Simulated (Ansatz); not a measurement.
# YbSe (Fm-3m): relaxing the cell for a phonon run

Wanted: the relaxed cell of YbSe (Fm-3m).

Program: Ansatz 0.2.0. Level of theory: DFT PBEsol+U, scalar-relativistic, plane waves, PAW. Results are calculated unless marked as measured.

The database entry behind the starting cell is an old determination (1939), so it need not match the best structure at ambient conditions.

### Step 1. Starting point

The structure is cubic, space group Fm-3m (No. 225). Conventional cell: a = 5.867 Å, b = 5.867 Å, c = 5.867 Å, α = 90.00°, β = 90.00°, γ = 90.00°. Nearest to Yb lie 6 Se at 2.93 Å. Nearest to Se lie 6 Yb at 2.93 Å. Farther neighbours and most contacts between anions are not listed.

Coordinates:

```cif
data_structure
_symmetry_space_group_name_H-M 'Fm-3m'
_symmetry_Int_Tables_number 225
_cell_length_a 5.8670
_cell_length_b 5.8670
_cell_length_c 5.8670
_cell_angle_alpha 90.000
_cell_angle_beta 90.000
_cell_angle_gamma 90.000
_cell_volume 201.95
loop_
_atom_site_label
_atom_site_type_symbol
_atom_site_symmetry_multiplicity
_atom_site_Wyckoff_symbol
_atom_site_fract_x
_atom_site_fract_y
_atom_site_fract_z
_atom_site_occupancy
Yb1 Yb 4 a 0.00000 0.00000 0.00000 1
Se1 Se 4 b 0.50000 0.00000 0.00000 1
```

### Step 2. Probe on a coarse mesh

A quick single point on a coarse mesh tells whether the cell has a gap and how far it is from rest, which sets the k mesh and smearing that follow.

The input, input.yaml:

```yaml
crystal:
  lattice:
    - [0.0, 2.9335, 2.9335]
    - [2.9335, 0.0, 2.9335]
    - [2.9335, 2.9335, 0.0]
  atoms:
    - { symbol: Yb, position: [0.0, 0.0, 0.0] }
    - { symbol: Se, position: [0.5, 0.5, 0.5] }
kpoints:
  mp_grid: { grid: [6, 6, 6] }
hamiltonian:
  xc: pbesol
  hubbard: { sites: [{ species: Yb, l: f, u_eff: 6.0 }] }
scf:
  occupations: { method: gaussian, width: 0.1 }
output:
  forces: true
  stress: true
  eigenvalues: true
```

Launch:

```bash
> ansatz run input.yaml --threads 8 --pin off --max-ram 14336MiB --backend cpu --events-out ev --progress --plain --runs-dir out
```

Numbers of over 12 decimals in the logs are rounded to 6 here.

What it wrote:

```text
Yb: projections on atomic orbitals take those of the free atom [Kr 4d10] 4f14 5s2 5p6 5d0 6s2, of charge +0.00 (hamiltonian.pseudopotentials.projection_atoms); the dataset's partial waves leave at most 1.5e-4 of an orbital's norm unspanned inside its sphere
[...]
k-point 0: bands = [... 16 lower, 10.3033, 11.1787, 11.1787, 11.1787, 13.1443, 14.1681, 14.1681, 14.1681]
  k-point 1: bands = [... 16 lower, 10.3042, 10.5642, 10.7756, 10.7756, 13.8856, 14.6797, 14.6797, 15.1398]
  k-point 2: bands = [... 16 lower, 10.3059, 10.3355, 10.3767, 10.3767, 14.3864, 15.9269, 15.9269, 17.0828]
  k-point 15: bands = [... 16 lower, 10.2800, 10.2858, 10.3237, 10.4289, 13.6715, 15.5256, 16.5281, 17.5917]
Occupation matrices written to <dir>
[key lines of the parts left out:]
SCF converged after 8 iterations
Free energy (F): -19104.375466 eV
Fermi energy:    11.599406 eV
P = ⅓ Tr σ = -0.5168 GPa (-5.168 kbar)
```

Elapsed: 0.49 s, on 8 threads of Intel Xeon 6975P-C (Granite Rapids), shared host; peak memory 0.46 GiB.

This step gave:

- pressure: -0.5168 GPa
- gap on the k-mesh: 0.8414 eV
- volume per atom: 25.24 Å³
- direct gap on mesh: 1.345 eV

The coarse mesh shows a gap of 0.84 eV and a pressure of -0.5 GPa.

### Step 3. Relaxation

The cell and atoms are relaxed, since residual forces and stress would shift the frequencies.

input.yaml, the sections that differ from step 2:

```yaml
kpoints:
  mp_grid: { grid: [8, 8, 8] }
scf:
  occupations: { method: gaussian, width: 0.02 }
relax:
  adjacent_minimum: "off"
  f_tol: 0.005
  max_steps: 80
  cell: { stress_tol: 0.05 }
# crystal, hamiltonian, output: as in step 2
```

What it wrote:

```text
[...]
Crystal: 2 atoms, lattice volume = 50.488 Å³
Basis set: ecut = 420 eV, 965 PW (Γ), exchange–correlation on 60×60×60 points (8 copies of the dense FFT grid, shifted against one another)
Bands: 24, of which v1, the nominal top of the filled ones, is band 20 counted from 1 (19 counted from 0)
Symmetry: 48 space group operations
[...]
k-points: 29 of 512
[...]
SCF iter   8: F=-19104.378070 eV  HF=-19104.378070 eV  |F-HF|=1.01e-8  |Δ(HF+E_count)|=   7.04e-8  Δρ=5.51e-6  dr2=1.17e-8  ethr=2.50e-10  ⟨swp⟩=6.5  Hψ=4467  notcnv=0
SCF 1 converged in 8 iterations: F = -19104.378070 eV  dr2 = 1.17e-8
[...]
relax step   1: F+E_penalty+E_count = -19104.37807011 eV  Δ(F+E_penalty+E_count) = +0.000e0 eV  max|allowed force component| = 3.944e-30 eV/Å  Δτ_max = 0.0000 Å  P = -0.558 GPa  Ω = 50.488 Å³  (8 SCF iters, dr2 threshold 1.00e-7 eV, accepted)
Crystal: 2 atoms, lattice volume = 49.728 Å³
Basis set: ecut = 420 eV, 941 PW (Γ), exchange–correlation on 60×60×60 points (8 copies of the dense FFT grid, shifted against one another)
[...]
SCF iter   5: F=-19104.379109 eV  HF=-19104.379109 eV  |F-HF|=2.07e-8  |Δ(HF+E_count)|=   2.18e-7  Δρ=1.92e-5  dr2=1.25e-7  ethr=5.00e-10  ⟨swp⟩=6.1  Hψ=4340  notcnv=0
SCF 2 converged in 5 iterations: F = -19104.379109 eV  dr2 = 1.25e-7
relax step   2: F+E_penalty+E_count = -19104.37910865 eV  Δ(F+E_penalty+E_count) = -1.039e-3 eV  max|allowed force component| = 6.574e-31 eV/Å  Δτ_max = 0.0000 Å  P = +0.256 GPa  Ω = 49.728 Å³  energy of the carried Pulay correction = +2.875e-4 eV  (5 SCF iters, dr2 threshold 2.00e-7 eV, accepted)
Crystal: 2 atoms, lattice volume = 49.964 Å³
[...]
SCF iter   5: F=-19104.379198 eV  HF=-19104.379198 eV  |F-HF|=1.32e-9  |Δ(HF+E_count)|=   1.85e-8  Δρ=4.64e-6  dr2=8.00e-9  ethr=4.10e-10  ⟨swp⟩=6.4  Hψ=3634  notcnv=0
SCF 3 converged in 5 iterations: F = -19104.379198 eV  dr2 = 8.00e-9
relax step   3: F+E_penalty+E_count = -19104.37919802 eV  Δ(F+E_penalty+E_count) = -8.938e-5 eV  max|allowed force component| = 8.382e-31 eV/Å  Δτ_max = 0.0000 Å  P = -0.009 GPa  Ω = 49.964 Å³  energy of the carried Pulay correction = +1.972e-4 eV  (5 SCF iters, dr2 threshold 1.64e-7 eV, accepted)
[...]
SCF iter   1: F=—  HF=-19104.379038 eV  |F-HF|=—  |Δ(HF+E_count)|=         —  Δρ=1.20e-5  dr2=1.30e-8  ethr=1.06e-7  ⟨swp⟩=4.7  Hψ=5778  notcnv=0
eigensolver tolerance schedule: the retry pair's looser diagonalisation over-reported the residual by 3246.11 of it (diagonalisation noise at 0.12 of the residual, at the tolerance the schedule requests for it); recorded, not acted on — ethr = c·dr2/N_el stays at c = 1.0e-1
[...]
SCF iter   2: F=—  HF=-19104.379036 eV  |F-HF|=—  |Δ(HF+E_count)|=   2.09e-6  Δρ=1.62e-5  dr2=9.62e-8  ethr=3.25e-11  ⟨swp⟩=3.4  Hψ=1977  notcnv=0
[...]
SCF iter   6: F=-19104.379036 eV  HF=-19104.379036 eV  |F-HF|=7.28e-12  |Δ(HF+E_count)|=  9.46e-11  Δρ=8.13e-8  dr2=1.13e-12  ethr=1.00e-12  ⟨swp⟩=7.4  Hψ=4206  notcnv=0
SCF 4 converged in 6 iterations: F = -19104.379036 eV  dr2 = 1.13e-12
relax step   4: F+E_penalty+E_count = -19104.37903619 eV  Δ(F+E_penalty+E_count) = +1.618e-4 eV  max|allowed force component| = 2.013e-31 eV/Å  Δτ_max = 0.0000 Å  P = -0.010 GPa  Ω = 49.964 Å³  stress off target by 1.02e-2 GPa  SCF on the basis re-selected at this cell (its energy is not comparable with the rows above)  (6 SCF iters)
basis re-selected at this cell: Δ(F+E_penalty+E_count) = +1.618e-4 eV, ΔP = -0.002 GPa vs the last step (what re-selecting the basis moved, of the pressure what is left beyond the Pulay correction that the steps carried, after the strain that the cell walked since its last selection, with what the two solves' SCF thresholds leave and, on support functions, any second-order correction that the steps lacked; it is no m [...]
SCF converged after 6 iterations
Free energy (F): -19104.379036 eV
[...]
Internal energy: -19104.379036 eV  (E = F + TS)
E sigma→0 (E₀):  -19104.379036 eV
Fermi energy:    11.744734 eV
[...]
--- Stress (GPa, compression-positive) ---
       -0.010224      -0.000000      -0.000000
       -0.000000      -0.010224      -0.000000
       -0.000000      -0.000000      -0.010224
  P = ⅓ Tr σ = -0.0102 GPa (-0.102 kbar)
--- Band table (eV; the first three rows and the last of 29) ---
  k-point 0: bands = [... 16 lower, 10.4619, 11.3490, 11.3490, 11.3490, 13.3562, 14.3084, 14.3084, 14.3084]
  k-point 1: bands = [... 16 lower, 10.4624, 10.8666, 11.0812, 11.0812, 13.9570, 14.6143, 14.6143, 14.8173]
  k-point 2: bands = [... 16 lower, 10.4636, 10.5669, 10.6903, 10.6903, 14.2440, 15.3823, 15.3823, 16.4864]
  k-point 28: bands = [... 16 lower, 10.4179, 10.4438, 10.4495, 10.5415, 15.2174, 15.2174, 15.8484, 17.7902]
Occupation matrices written to <dir>
--- Relaxed structure (3 steps of the walk, 3 accepted, 1 SCFs on fresh bases) ---
  F+E_penalty+E_count = -19104.37903619 eV   max|allowed force component| = 2.013e-31 eV/Å   (the final SCF, on the basis selected at the relaxed cell)
  cell:  # Å, volume = 49.9644 Å³
    - [0, 2.923323, 2.923323]
    - [2.923323, 0, 2.923323]
    - [2.923323, 2.923323, 0]
  atoms:
    - { symbol: Yb, position: [0, 0, 0] }
    - { symbol: Se, position: [0.5, 0.5, 0.5] }
```

Run time: 1.7 s. Hardware: 8 threads; peak memory 0.51 GiB.

Step by step:

```csv
step,energy less that of the first step (eV),largest force component (eV/Å),pressure (GPa),volume (Å³)
1,0.0000,0.0000,-0.56,50.49
2,-0.0010,0.0000,0.26,49.73
3,-0.0011,0.0000,-0.01,49.96
4*,-0.0010,0.0000,-0.01,49.96
```

Relaxation steps marked * repeat the geometry before them on a plane-wave basis chosen anew for their cell, so energy and pressure can jump there.

The run keeps the 48 symmetry operations that it works with, so distortions that break them were not tested.

```csv
"conventional cell, symmetrised",before,after,change
a (Å),5.867,5.847,-0.3 %
b (Å),5.867,5.847,-0.3 %
c (Å),5.867,5.847,-0.3 %
volume (Å³/atom),25.24,24.98,-1.0 %
```

The relaxed structure:

```
Yb Se
1.0
     0.00000    2.92332    2.92332
     2.92332    0.00000    2.92332
     2.92332    2.92332    0.00000
Yb Se
1 1
Direct
  0.00000 0.00000 0.00000
  0.50000 0.50000 0.50000
```

Numbers from this step:

- pressure: -0.01022 GPa
- gap on the k-mesh: 0.7916 eV
- volume per atom: 24.98 Å³
- direct gap on mesh: 1.300 eV

In this step the volume went from 25.24 to 24.98 Å³/atom.

### Step 4. Tight relaxation

Phonons need a cell at rest on their own settings, so the relaxation is repeated with tight tolerances on forces and stress, using the mesh and the filling of the phonon run that follows.

input.yaml, the sections that differ from step 3:

```yaml
crystal:
  lattice:
    - [0.0, 2.923322843, 2.923322843]
    - [2.923322843, 0.0, 2.923322843]
    - [2.923322843, 2.923322843, 0.0]
  atoms:
    - { symbol: Yb, position: [0.0, 0.0, 0.0] }
    - { symbol: Se, position: [0.5, 0.5, 0.5] }
scf:
  occupations: { method: fixed }
relax:
  adjacent_minimum: "off"
  f_tol: 0.001
  max_steps: 60
  cell: { stress_tol: 0.01 }
# kpoints, hamiltonian, output: as in step 3
```

What it wrote:

```text
[...]
Crystal: 2 atoms, lattice volume = 49.964 Å³
Basis set: ecut = 420 eV, 941 PW (Γ), exchange–correlation on 60×60×60 points (8 copies of the dense FFT grid, shifted against one another)
Bands: 24, of which v1, the nominal top of the filled ones, is band 20 counted from 1 (19 counted from 0)
Symmetry: 48 space group operations
[...]
k-points: 29 of 512
[...]
k-point 28: bands = [... 16 lower, 10.4222, 10.4482, 10.4540, 10.5459, 15.2218, 15.2218, 15.8536, 17.7958]
Occupation matrices written to <dir>
--- Relaxed structure (2 steps of the walk, 2 accepted, 1 SCFs on fresh bases) ---
[...]
cell:  # Å, volume = 49.9501 Å³
    - [0, 2.923044, 2.923044]
    - [2.923044, 0, 2.923044]
    - [2.923044, 2.923044, 0]
  atoms:
    - { symbol: Yb, position: [0, 0, 0] }
    - { symbol: Se, position: [0.5, 0.5, 0.5] }
[key lines of the parts left out:]
SCF converged after 6 iterations
Free energy (F): -19104.379042 eV
Fermi energy:    11.353715 eV
P = ⅓ Tr σ = 0.0052 GPa (0.052 kbar)
```

Wall time 1.1 s (8 threads); peak memory 0.51 GiB; 5.8 s of CPU time.

Little changed from the start: no atom moved by 0.005 Å and no cell edge by 0.1 %.

This step gave:

```
pressure           : 0.005182 GPa
gap on the k-mesh  : 0.7901 eV
direct gap on mesh : 1.299 eV
```

The forces vanish by symmetry and the pressure is 0.005 GPa, within the tolerances set. The cell now holds 24.98 Å³/atom.

### Step 5. What came out

* space group after relaxation (within 0.01 Å): Fm-3m
* lattice constant a: 5.846 Å
* lattice constant b: 5.846 Å
* lattice constant c: 5.846 Å
* volume per atom: 25.0 Å³
* gap on the k-mesh: 0.790 eV

In words: The forces vanish by symmetry and the pressure is 0.005 GPa, within the tolerances set. The cell now holds 24.98 Å³/atom. The relaxation keeps the symmetry of its start, so it says nothing on stability against lower symmetry. Spin-orbit coupling is left out, which can matter for the heavy elements here.

[Logs are printed without paths, hosts, clocks, repeated set-up lines and the standing remarks that a program may print on its own settings, such as how far it seeks lower states.]

[Hosts, paths, dates, database ids (printed as entryN), source tags and the programs' standing remarks are cut or masked in the printed files.]
